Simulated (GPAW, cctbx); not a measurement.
## Reading charge transfer from structure factors

Mg6BRh, P4/mmm (no. 123), a = 4.0604 Å, b = 4.0604 Å, c = 8.3926 Å, α = 90.00°, β = 90.00°, γ = 90.00°.

| atom | mult. | x | y | z |
| --- | --- | --- | --- | --- |
| Rh1 | 1 | 0 | 0 | 1/2 |
| Mg1 | 4 | 0 | 1/2 | 0.7535 |
| Mg2 | 1 | 1/2 | 1/2 | 1/2 |
| Mg3 | 1 | 1/2 | 1/2 | 0 |
| B1 | 1 | 0 | 0 | 0 |

The start was made by putting kin elements into a known structure type; the compound need not exist, or be stable, in this form.

Absolute values of the static structure factors of the conventional cell from DFT (PBE, GPAW) against free spherical atoms, in electrons:

```
hkl  d (Å)  free atoms  crystal
001  8.393       38.15    38.20
002  4.196       24.35    24.72
100  4.060       24.19    24.54
101  3.655       36.25    36.18
102  2.918       22.42    22.65
110  2.871       22.31    22.53
003  2.797       36.68    36.48
111  2.717       34.85    34.64
112  2.370       89.39    88.87
103  2.304       32.51    32.29
```

**Question.** Which way does charge move, and which reflections show it best?

Project each element's phase sum on the total phase. |F| rises if density moves to atoms that scatter in phase and falls if it moves to atoms that scatter against it; the rule is for low angles, since changes of shape take over beyond. Where all elements are in phase the terms compete, and the compactness of the donor's and the acceptor's density matters too.

| hkl | Rh in phase | Mg in phase | B in phase | change (e) | (%) |
| --- | --- | --- | --- | --- | --- |
| 001 | +1.0 | -0.1 | -1.0 | +0.06 | +0.1 |
| 002 | +1.0 | -2.0 | +1.0 | +0.37 | +1.5 |
| 100 | +1.0 | -2.0 | +1.0 | +0.35 | +1.5 |
| 101 | +1.0 | 0.0 | -1.0 | -0.06 | -0.2 |
| 102 | +1.0 | -2.0 | +1.0 | +0.23 | +1.0 |
| 110 | +1.0 | -2.0 | +1.0 | +0.22 | +1.0 |
| 003 | +1.0 | +0.3 | -1.0 | -0.20 | -0.5 |
| 111 | +1.0 | +0.1 | -1.0 | -0.21 | -0.6 |

Low-angle reflections that set elements apart and change by more than 0.05 e: 001, 002, 100, 101, 102, 110, 003 and 111. The signs fit a gain of density on Rh and B and a loss on Mg, apart from 001. The best witness is 002, +1.5 %, where B enters with +1.0. The real-space density agrees: Voronoi charges Rh -0.24, Mg +0.10, B -0.33 e. The shortest bond, Rh–Mg, has Δρ = +0.02 e/Å³ at its midpoint.

[Outputs are excerpts: Python notices, other lines and further rows are left out; steps that failed or that the build refused (PBEsol, TPSS) are not shown.]

[Logs are printed without paths, hosts, clocks, repeated set-up lines and the standing remarks that a program may print on its own settings, such as how far it seeks lower states.]
